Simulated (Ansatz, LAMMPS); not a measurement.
# Relaxing ionic liquid BMIM+ dicyanamide, from a frame at 450 K (90 atoms)

Wanted: the relaxed structure of ionic liquid BMIM+ dicyanamide, from a frame at 450 K (90 atoms) and its electronic structure.

Method: Kohn-Sham DFT, PBE+D4, PAW (set soft_2), plane waves, in Ansatz 0.2.0.

## Step 1: The structure

The cell holds 90 atoms: 30 C, 15 N and 45 H. Its edges and angles: a = 9.903 Å, b = 9.903 Å, c = 9.903 Å, α = 90.0°, β = 90.0°, γ = 90.0°. 3 BMIM+, 3 dicyanamide placed at random, at 1.05 g/cm³; overlaps pushed apart, then 10 ps at 700 K with MMFF94 bonds, angles, torsions, charges and radii (Halgren, J. Comput. Chem. 17, 490 (1996)) in harmonic and 12-6 forms; charges of ions scaled by 0.8. Snapshot after 30 ps at 450 K and fixed volume.

As a file:

```xyz
90
Lattice="9.9027 0.0000 0.0000 0.0000 9.9027 0.0000 0.0000 0.0000 9.9027" Properties=species:S:1:pos:R:3 pbc="T T T"
C     2.8433    8.1291    9.7004
C     3.6691    9.1114    0.4288
C     4.3621    0.1295    9.3417
C     3.4386    1.1130    8.6715
N     3.6799    2.4674    9.1758
C     2.8572    3.2599    0.0648
C     3.5531    4.4064    0.3200
N     4.7221    4.3620    9.4622
C     5.6156    5.4142    9.2016
C     4.7931    3.1575    8.9005
H     2.2363    7.6147    0.5217
H     2.2260    8.7338    8.9732
H     3.5644    7.4671    9.0889
H     3.1036    9.7030    1.2163
H     4.4766    8.7433    1.1421
H     4.8556    9.3241    8.6659
H     5.1063    0.7752    0.0162
H     2.4070    1.0272    8.6208
H     3.5606    1.1977    7.6448
H     1.9011    3.0210    0.4583
H     3.4022    5.3558    0.8369
H     6.4870    4.9505    9.6888
H     5.2721    6.2930    9.7751
H     5.5564    5.5393    8.0764
H     5.6272    2.7028    8.4166
C     4.7600    2.4851    4.9269
C     4.0935    1.5546    3.9466
C     2.6256    1.5091    3.9905
C     2.1572    0.5999    5.1075
N     0.7011    0.4252    4.9345
C     9.6175    1.0359    5.7849
C     8.4029    0.7556    5.2631
N     8.6625    9.7978    4.1788
C     7.7156    9.3127    3.2273
C     0.0894    9.5777    4.0534
H     5.8104    2.6347    4.7091
H     4.3826    3.5499    5.2242
H     4.8253    1.8094    5.8041
H     4.4522    0.4428    4.0620
H     4.3096    1.9353    2.9391
H     2.3408    0.9274    3.0861
H     2.1758    2.5536    4.0779
H     2.5502    9.5144    4.8845
H     2.3924    0.9867    6.0419
H     0.0222    1.8456    6.3603
H     7.3882    1.2273    5.1385
H     7.4044    0.1458    2.4747
H     8.2335    8.4984    2.6520
H     6.7089    8.8379    3.6234
H     0.4919    9.0380    3.1267
C     8.0843    2.9464    1.8498
C     9.0242    3.3425    2.9882
C     0.0305    4.5275    2.9114
C     9.2762    5.8638    2.9194
N     9.1816    6.3075    4.3007
C     8.0091    6.2674    4.9720
C     8.2982    6.5981    6.2740
N     9.6150    6.8530    6.3077
C     0.4705    7.4680    7.4219
C     0.2049    6.2710    5.2344
H     8.6771    2.6604    0.9880
H     7.4279    2.1433    2.1463
H     7.4820    3.7953    1.5924
H     9.7126    2.5740    3.3221
H     8.3013    3.6068    3.8052
H     0.5367    4.3772    1.9654
H     0.8005    4.5845    3.6768
H     8.2406    5.7548    2.4974
H     9.7288    6.6096    2.3715
H     7.0407    5.9532    4.4653
H     7.7907    6.6069    7.2592
H     0.3297    6.7860    8.2803
H     9.8360    8.3008    7.7087
H     1.4369    7.6581    6.9964
H     1.2186    6.0988    5.0398
N     1.4249    4.1825    7.2577
C     0.4151    3.9264    7.8141
N     9.1505    3.5468    8.4899
C     8.0160    3.5850    7.4458
N     7.2664    3.8321    6.5716
N     5.9135    9.3240    6.2697
C     5.3158    8.3907    6.0173
N     4.3985    7.2147    5.6913
C     3.6985    7.3856    4.3794
N     3.1342    7.3830    3.4169
N     7.5565    7.6048    9.4225
C     7.9096    8.7084    9.2690
N     8.5219    0.1573    9.1669
C     9.6832    0.1993    0.1265
N     0.6834    0.0169    0.8394
```

What the set-up can't give: The network of contacts between molecules at the start is that of the classical potential that made the cell. The density was typed from a rule of thumb and may lie off the real one at this temperature. The Brillouin zone is sampled at Γ only, in a cell whose shortest periodic width is 10 Å.

## Step 2: The classical run that made the cell

A classical potential supplies the starting structure, since it reaches far longer times than DFT.

This step: classical MD, MMFF94 bonds, angles, torsions, charges and radii (Halgren, J. Comput. Chem. 17, 490 (1996)) in harmonic and 12-6 forms; charges of ions scaled by 0.8 (LAMMPS 22 Jul 2025 - Update 4).

File in.lmp:

```
# ionic liquid BMIM+ dicyanamide
units real
atom_style full
boundary p p p
bond_style harmonic
angle_style harmonic
dihedral_style opls
improper_style harmonic
special_bonds lj 0 0 0.5 coul 0 0 0.75
read_data data.lmp
neigh_modify delay 0 every 1 check yes one 4000
comm_modify cutoff 12.0
timestep 0.5
thermo_style custom step time temp pe press density
thermo_modify norm yes
# push overlapping molecules apart
pair_style soft 2.6
pair_coeff * * 0.0
variable a equal ramp(1,60)
fix ad all adapt 1 pair soft a * * v_a
velocity all create 700 57501 mom yes dist gaussian
fix lim all nve/limit 0.03
fix lan all langevin 700 700 50 57502 zero yes
thermo 1000
run 3000 post no
unfix ad
pair_style lj/cut/coul/long 8.9
pair_modify mix arithmetic tail yes
pair_coeff 1 1 0.0678 3.3680   # C
pair_coeff 2 2 0.0721 3.1460   # N
pair_coeff 3 3 0.0678 3.5860   # C
pair_coeff 4 4 0.0678 3.3270   # C
pair_coeff 5 5 0.0216 2.5400   # H
pair_coeff 6 6 0.0721 3.3270   # N
# [... 20 lines left out ...]
compute msd all msd com yes
thermo 7500
fix md all nvt temp 450 450 100
run 30000 post no
print "== T450: mean square displacement over the hold $(c_msd[4]:%.2f) A^2"
unfix md
uncompute msd
write_dump all custom T450.dump id type xs ys zs modify sort id
```

Run with:

```sh
$ lmp -in in.lmp -log none -nocite
```

Numbers of over 12 decimals in the logs are rounded to 6 here.

Output:

```text
LAMMPS (22 Jul 2025 - Update 4)
Reading data file ...
  orthogonal box = (0 0 0) to (9.90267 9.90267 9.90267)
  90 atoms
  orthogonal box = (0 0 0) to (9.90267 9.90267 9.90267)
  87 bonds
  144 angles
  141 dihedrals
  15 impropers
WARNING: Bond/angle/dihedral extent > half of periodic box length
   Step          Time           Temp          PotEng         Press         Density
         0   0              700            0.1189354      865.47991      1.0529998
      1000   500            577.54148      1.8393969      18270.319      1.0529998
      2000   1000           555.69557      1.9414         22840.316      1.0529998
[... 45 lines left out ...]
Loop time of 1.52015 s on 1 MPI rank(s) for 5000 steps with 90 atoms
WARNING: Bond/angle/dihedral extent > half of periodic box length
   Step          Time           Temp          PotEng         Press         Density
[... 2 lines left out ...]
     30000   29000          426.9046      -0.78747438     3570.4717      1.0529998
     37500   36500          460.22767     -0.77072309     6976.8105      1.0529998
     45000   44000          400.5749      -0.78652238     2830.6923      1.0529998
     47000   46000          401.30268     -0.60922479     2978.8265      1.0529998
WARNING: Bond/angle/dihedral extent > half of periodic box length
Loop time of 9.05515 s on 1 MPI rank(s) for 30000 steps with 90 atoms
== T450: mean square displacement over the hold 7.64 A^2
```

The job ended after 15 s (1 thread of Arm Neoverse V2, shared host; peak memory 0.12 GiB).

The input also reads data.lmp (atoms, bonds and types; not printed here).

## Step 3: Single point at the start

A single point comes first, to see the forces before anything moves.

File input.yaml:

```yaml
crystal:
  lattice:
    - [9.90267, 0.0, 0.0]
    - [0.0, 9.90267, 0.0]
    - [0.0, 0.0, 9.90267]
  atoms:
    - { symbol: C, position: [0.28712, 0.8209, 0.97957] }
    - { symbol: C, position: [0.37052, 0.9201, 0.0433] }
    - { symbol: C, position: [0.4405, 0.01308, 0.94335] }
    - { symbol: C, position: [0.34724, 0.11239, 0.87567] }
    [... 80 atom lines left out ...]
    - { symbol: "N", position: [0.3165, 0.74556, 0.34505] }
    - { symbol: "N", position: [0.76308, 0.76795, 0.95151] }
    - { symbol: C, position: [0.79873, 0.8794, 0.93601] }
    - { symbol: "N", position: [0.86057, 0.01588, 0.9257] }
    - { symbol: C, position: [0.97784, 0.02013, 0.01277] }
    - { symbol: "N", position: [0.06901, 0.00171, 0.08476] }
kpoints:
  mp_grid: { grid: [1, 1, 1] }
hamiltonian:
  xc: pbe
  dispersion: d4
scf:
  occupations: { method: fixed }
output:
  forces: true
  stress: true
  populations: true
  dos:
    method: { smearing: { sigma: 0.08 } }
    de: 0.1
    projected: { site_lists: { C: [C], H: [H], "N": ["N"] } }
  eigenvalues: true
```

Run with:

```sh
$ ansatz run input.yaml --threads 4 --pin off --max-ram 8192MiB --backend cpu --events-out ev --progress --plain --runs-dir out
```

Output:

```text
Engine: ansatz 0.2.0, aarch64-unknown-linux-gnu
Pseudopotentials: kind: paw
Pseudopotential: C, paw, valence charge 4, recommended cutoff 420 eV (normal), C.paw.azcp
Pseudopotential: N, paw, valence charge 5, recommended cutoff 420 eV (normal), N.paw.azcp
Pseudopotential: H, paw, valence charge 1, recommended cutoff 420 eV (normal), H.paw.azcp
Functional definition: PBE
  parameter kappa = 0.804
  parameter beta = 0.066725
  exchange = pbe_x(kappa = kappa, mu = beta*pi^2/3)
  correlation = pbe_c(beta = beta)
Crystal: 90 atoms, lattice volume = 971.084 Å³
Basis set: ecut = 420 eV, 18949 PW (Γ), exchange–correlation on 144×144×144 points (8 copies of the dense FFT grid, shifted against one another)
Bands: 210, of which v1, the nominal top of the filled ones, is band 120 counted from 1 (119 counted from 0)
Symmetry: 1 space group operations
Space group: P1 (ITA 1), of the structure as read, at distance tolerance 9.9e-5 Å
k-points: 1
Non-local potential: C, projectors of the file, l = 0: 2, l = 1: 2, l = 2: 1
Non-local potential: N, projectors of the file, l = 0: 2, l = 1: 2, l = 2: 1
Non-local potential: H, projectors of the file, l = 0: 2, l = 1: 1
PAW form: soft (Blöchl's): semilocal exchange-correlation on the pseudo side does not see the compensation charge
PAW one-centre angular grid: C, 110 points (default); XC on 64 Gauss nodes
PAW one-centre angular grid: N, 110 points (default); XC on 64 Gauss nodes
PAW one-centre angular grid: H, 110 points (default); XC on 64 Gauss nodes
Initial density: superposition of atomic densities (neutral atoms: chi_scale 0, normalization atom), corrected by the library's trained network
Initial wavefunctions: pseudopotential atomic-orbital guess
Functional: x = pbe(κ = 0.804, μ = 0.219515), c = pbe(β = 0.066725)
SCF iter   1: F=—  HF=-13999.313145 eV  |F-HF|=—  |Δ(HF+E_count)|=         —  Δρ=6.92e-3  dr2=7.29e-1  ethr=1.77e-3  ⟨swp⟩=5.0  Hψ=741  notcnv=0  defer=87
preconditioner: auto → Resta (q_TF=auto, 2.161 Å⁻¹)  ε∞=2.5  [insulator: Δε(μ)=3.214 eV  Ē_g=14.986 eV  n_scr=170 (ndim 8)  ℏωp=18.2 eV  f_vac=0.203  ε∞_Penn≈2.5]
SCF iter   2: F=—  HF=-13999.169520 eV  |F-HF|=—  |Δ(HF+E_count)|=   1.44e-1  Δρ=3.41e-3  dr2=1.44e-1  ethr=3.04e-4  ⟨swp⟩=2.0  Hψ=335  notcnv=0  defer=87
SCF iter   3: F=—  HF=-13999.150534 eV  |F-HF|=—  |Δ(HF+E_count)|=   1.90e-2  Δρ=1.83e-3  dr2=5.22e-2  ethr=6.01e-5  ⟨swp⟩=2.0  Hψ=244  notcnv=0  defer=88
SCF iter   4: F=—  HF=-13999.143335 eV  |F-HF|=—  |Δ(HF+E_count)|=   7.20e-3  Δρ=1.07e-3  dr2=1.56e-2  ethr=2.17e-5  ⟨swp⟩=2.0  Hψ=243  notcnv=0  defer=88
SCF iter   5: F=—  HF=-13999.140916 eV  |F-HF|=—  |Δ(HF+E_count)|=   2.42e-3  Δρ=3.71e-4  dr2=1.54e-3  ethr=6.48e-6  ⟨swp⟩=2.0  Hψ=356  notcnv=0  defer=88
SCF iter   6: F=—  HF=-13999.140949 eV  |F-HF|=—  |Δ(HF+E_count)|=   3.23e-5  Δρ=1.50e-4  dr2=2.49e-4  ethr=6.42e-7  ⟨swp⟩=2.0  Hψ=241  notcnv=0  defer=87
SCF iter   7: F=—  HF=-13999.140968 eV  |F-HF|=—  |Δ(HF+E_count)|=   1.88e-5  Δρ=6.59e-5  dr2=5.13e-5  ethr=1.04e-7  ⟨swp⟩=2.0  Hψ=241  notcnv=0  defer=84
SCF iter   8: F=—  HF=-13999.141984 eV  |F-HF|=—  |Δ(HF+E_count)|=   1.02e-3  Δρ=2.58e-5  dr2=7.09e-6  ethr=2.14e-8  ⟨swp⟩=2.0  Hψ=241  notcnv=0  defer=81
SCF iter   9: F=—  HF=-13999.141985 eV  |F-HF|=—  |Δ(HF+E_count)|=   1.01e-6  Δρ=1.10e-5  dr2=1.28e-6  ethr=2.95e-9  ⟨swp⟩=2.0  Hψ=242  notcnv=0  defer=82
SCF iter  10: F=—  HF=-13999.141986 eV  |F-HF|=—  |Δ(HF+E_count)|=   1.26e-7  Δρ=4.58e-6  dr2=2.55e-7  ethr=5.34e-10  ⟨swp⟩=2.0  Hψ=243  notcnv=0  defer=83
SCF iter  11: F=-13999.141985 eV  HF=-13999.141985 eV  |F-HF|=3.97e-8  |Δ(HF+E_count)|=   1.09e-8  Δρ=2.22e-6  dr2=5.93e-8  ethr=4.17e-11  ⟨swp⟩=16.0  Hψ=1491  notcnv=0
SCF 1 converged in 11 iterations: F = -13999.141985 eV  dr2 = 5.93e-8
  greatest PAW one-centre occupation: 0.843 electrons in one spin orbital (limit 2), on the N atom at site 80 (counted from 0), in its partial waves of l = 0
SCF converged after 11 iterations
Free energy (F): -13999.141985 eV
Harris-Foulkes:  -13999.141985 eV  (|F-HF|=3.97e-8)
Internal energy: -13999.141985 eV  (E = F + TS)
E sigma→0 (E₀):  -13999.141985 eV
Fermi energy:    0.243160 eV
--- Per-component energies (eV) ---
  E_band       = -1849.064256
  E_kinetic    = 5285.070410
  E_local      = -16438.532102  (includes V_loc(G=0)·N_el)
  E_nonlocal   = 1594.719041
  E_hartree    = 5825.573330
  E_xc         = -2721.793514
  E_vxc        = -3415.115824  (∫ρ·V_xc dr)
  E_paw        = -4918.106215  (= ΣΔE_a)
  E_vpaw       = -526.292940  (= ΣTr[D̂ρ^β])
  E_aug_tail   = -0.059965  (compensation charges beyond the density's cutoff)
  E_ewald      = -2621.079438
  E_disp       = -4.933532  (pairwise vdW)
  E_smearing   = -0.000000  (= −TS)
  E_closure    = 0.000000  (closes the sum)
  Σ components = -13999.141985   (vs F -13999.141985, Δ=0.00e0)
--- Forces (eV/Å), atoms counted from 1 ---
  atom   1  C      0.21107068    -0.96541204    -2.60149368
  atom   2  C      2.01527308     2.58044568     4.00178488
  atom   3  C      0.38719454    -0.10057967     1.44076269
  atom   4  C      1.31002385     1.13673170     0.57462678
  atom   5  N     -0.72875746     0.70851879     0.49038999
  atom   6  C      1.08516489     0.22092363     0.33792336
  atom   7  C      0.69089131     1.01516100    -0.92294748
  atom   8  N     -2.72865490    -2.11824383     0.72885845
  atom   9  C      0.50605401     0.35556682    -0.02214780
  atom  10  C     -0.51334815    -0.32989529     0.13431556
  atom  11  H     -0.46149544    -0.60684787     0.04923795
  atom  12  H      0.03451636    -1.07430076     0.49434574
  atom  13  H     -1.40880917     0.35360502     0.58813693
  atom  14  H      0.05324413    -0.24321289    -1.01498120
[...]
atom  89  C     -4.79680441    -1.56477098    -2.95439507
  atom  90  N      1.06804624     0.65881045     1.00334105
  max |Σ_I F_I| component: 1.50e-4 eV/Å
--- Stress (GPa, compression-positive) ---
        1.471104       0.588045      -1.423842
        0.588045      -0.439661      -0.250241
       -1.423844      -0.250242       0.395731
  P = ⅓ Tr σ = 0.4757 GPa (4.757 kbar)
--- Band table (eV) ---
  k-point 0: bands = ["-22.5743", "-21.9879", "-21.9613", "-19.3353", [... 194 levels ...], "10.1230", "10.2234", "10.2311", "10.3668", "10.3817", "10.4430", "10.5104", "10.5573", "10.6096", "10.6363", "10.7208", "10.7681"]
--- Löwdin populations: 90 sites ---
  site symbol       q [e]
     0      C      4.4144
     1      C      4.2289
     2      C      4.2623
[...]
89      N      5.3555
  spilling = 0.013114 (of n_electrons = 240.000000)
```

It took 8.8 s on 4 threads of Arm Neoverse V2, shared host; peak memory 0.95 GiB.

The run gave:

```
free energy                                      : -13999.1420 eV
free energy per atom                             : -155.5460 eV/atom
SCF cycles                                       : 11
pressure                                         : 0.4757 GPa
r.m.s. force component                           : 1.696 eV/Å
longest force                                    : 12.5 eV/Å
Fermi energy                                     : 0.2432 eV
gap (highest filled to lowest empty level) : 2.737 eV
spilling of the projection                       : 0.01311
```

The r.m.s. force component of 1.7 eV/Å and the pressure of 0.48 GPa set the starting point.

Neighbours are counted within 1.34 Å (H-C), 1.85 Å (C-C), 1.79 Å (C-N).

Length of the force by element and coordination:

| element | coordination | atoms | mean length of the force (eV/Å) | spread | least | most |
| --- | --- | --- | --- | --- | --- | --- |
| C | all | 30 | 3.29 | 2.49 | 0.619 | 12.5 |
| C | 2 | 6 | 6.95 | 3.13 | 3.15 | 12.5 |
| C | 3 | 9 | 2.40 | 1.09 | 0.625 | 4.23 |
| C | 4 | 15 | 2.36 | 1.04 | 0.619 | 5.17 |
| H | all | 45 | 1.31 | 0.637 | 0.404 | 2.86 |
| N | all | 15 | 2.78 | 1.90 | 0.209 | 7.68 |
| N | 1 | 6 | 2.59 | 2.62 | 0.209 | 7.68 |
| N | 2 | 3 | 4.06 | 0.281 | 3.68 | 4.34 |
| N | 3 | 6 | 2.32 | 1.01 | 0.821 | 3.53 |

[end of part 1 of 3]

[Logs are printed without paths, hosts, clocks, repeated set-up lines and the standing remarks that a program may print on its own settings, such as how far it seeks lower states.]

[Hosts, paths, dates, database ids (printed as entryN), source tags and the programs' standing remarks are cut or masked in the printed files.]

[The MMFF94 radii named for the starting cell were scaled by 0.96; in molecules described by MMFF94, hydrogen bound to N, O or S took a small fixed 12-6 site in their place.]
